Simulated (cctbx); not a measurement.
## Accept or mend?

Cell a = 6.5530 Å, b = 6.5530 Å, c = 13.7640 Å, α = 90.00°, β = 90.00°, γ = 120.00°; space group P-31c (no. 163). The compound is TlAgTe6P2.

The data are simulated with cctbx, not measured: Ga Kα, λ = 1.3414 Å, to d = 0.8 Å, 70 % of the full sphere, strongest reflection 70000 counts, noise from counting, a 3 % proportional error and a noise floor of 8 counts (s.d.); no absorption.

An anisotropic refinement with weights 1/σ² prints:

```text
Rint 0.025, 355 unique reflections to 0.80 A
cycle     R1     wR2    GooF  max shift (A)
   1  0.0510  0.1365   6.986   0.00230
   2  0.0177  0.0445   2.275   0.00000
final R1 0.0177 wR2 0.0445 GooF 2.275  parameters 16  data/parameter 22.2
atom        x        y        z      Ueq    occ   su(xyz)  su(Uiso or U11)
Tl1    0.00000  0.00000  0.75000   0.0128  1.000  0.00000  0.0002
Te1    0.67443  0.02648  0.62144   0.0073  1.000  0.00006  0.0002
Ag1    0.33333  0.66667  0.75000   0.0072  1.000  0.00000  0.0003
P1     0.66667  0.33333  0.66785   0.0123  1.000  0.00018  0.0007
difference map: max 2.32 min -1.44 rms 0.31
Q1    0.9995  0.3088  0.3848   12    2.35  0.26 A from Te1
Q2    0.3333  0.6667  0.7500    2    1.56  0.00 A from Ag1
Q3    0.3333  0.6667  0.2500    2    1.45  1.13 A from P1
Q4    0.0158  0.1755  0.2526   12    0.86  1.10 A from Tl1
Q5    0.0172  0.4484  0.9913   12    0.73  1.71 A from Te1
Q6    0.2822  0.5559  0.3436   12    0.69  0.65 A from P1
```

**Question.** Can this result stand? If not, what is the likely fault?

Mend it. The fault: dispersion terms of the wrong wavelength (0.71073 Å). Against the right model at the same level, R1 goes from 0.0079 to 0.0177 and GooF from 1.01 to 2.27, U of Ag1 shrinks from 0.0105 to 0.0072 Å², the top difference peak, 2.4 e/Å³, lies on Te1 and a hole of -1.4 e/Å³ opens. f′ and f″ must be those of the data's wavelength; the error mimics a mistyped heavy atom. The signs are weak, and the output alone doesn't single this fault out.

The compound is TlAgTe6P2. The right model at the same level gives:

```text
Rint 0.025, 355 unique reflections to 0.80 A
cycle     R1     wR2    GooF  max shift (A)
   1  0.0139  0.0399   2.043   0.00059
   2  0.0079  0.0197   1.006   0.00000
final R1 0.0079 wR2 0.0197 GooF 1.006  parameters 16  data/parameter 22.2
atom        x        y        z      Ueq    occ   su(xyz)  su(Uiso or U11)
Tl1    0.00000  0.00000  0.75000   0.0103  1.000  0.00000  0.0001
Te1    0.67448  0.02626  0.62140   0.0095  1.000  0.00003  0.0001
Ag1    0.33333  0.66667  0.75000   0.0105  1.000  0.00000  0.0001
P1     0.66667  0.33333  0.66772   0.0140  1.000  0.00008  0.0003
difference map: max 0.54 min -0.45 rms 0.14
Q1    0.0000  0.5000  0.0000    6    0.54  1.98 A from Te1
Q2    0.3333  0.6667  0.5121    4    0.49  2.48 A from P1
Q3    0.1149  0.3823  0.4772   12    0.42  1.45 A from Te1
Q4    0.0616  0.3950  0.0454   12    0.41  2.16 A from Te1
Q5    0.1998  0.4943  0.9877   12    0.40  2.01 A from Te1
Q6    0.0725  0.2819  0.9788   12    0.40  1.61 A from Te1
```

The model was made for the exercise: a known structure type with other elements put in, its volume estimated, not relaxed; displacement parameters are assumed.

[Middle refinement cycles are left out of these outputs.]

[Logs are printed without paths, hosts, clocks, repeated set-up lines and the standing remarks that a program may print on its own settings, such as how far it seeks lower states.]
